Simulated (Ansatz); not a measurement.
Rows from a G0W0 calculation on SrCa2Ti3O9 (perovskite [001] superlattice) (P4mm) (Ansatz 0.2.0; G0W0 on LDA, plane waves, PAW; PAW set soft_1; 4×4×2 mesh, 327 empty bands, screening to 90 eV, PAW set soft_1 files), in eV. Spin-orbit coupling is left out.

The structure was built from a prototype and need not be the compound's stable phase.

```csv
row,k,band,start,Σx,Σc at the solution,Vxc
A,Γ,c2,11.610,-12.694,-6.442,-20.962
B,Γ,v1,9.057,-26.203,4.609,-21.545
C,"(-0.500, -0.500, -0.500)",v1,9.670,-26.119,4.816,-21.241
D,"(-0.500, -0.500, -0.500)",v2,9.435,-25.971,4.702,-21.189
E,Γ,c1,11.428,-12.555,-6.365,-20.731
F,"(-0.500, -0.500, -0.500)",c1,13.692,-14.778,-6.984,-23.617
```

Work out each quasiparticle level and how far it moved.

The quasiparticle equation reads E = start + Σx + Σc(E) − Vxc.

```csv
row,E (eV),shift (eV)
A,13.436,+1.827
B,9.008,−0.049
C,9.608,−0.062
D,9.355,−0.080
E,13.239,+1.812
F,15.545,+1.854
```

The gap over the computed points goes from 1.76 eV to 3.63 eV.

Limits: not at the basis limit; no spin-orbit coupling; coarse k mesh.

[Paths, hosts, dates, memory and timing lines, banners, echoed tables and standing remarks are left out of the program output.]

[Logs are printed without paths, hosts, clocks, repeated set-up lines and the standing remarks that a program may print on its own settings, such as how far it seeks lower states.]

[Runs of the session that timed out or met a known fault of the program may be left out.]

[Cells called generated may have been cut or substituted from an entry of the Crystallography Open Database or the Materials Project.]

[Hosts, paths, dates, database ids (printed as entryN), source tags and the programs' standing remarks are cut or masked in the printed files.]
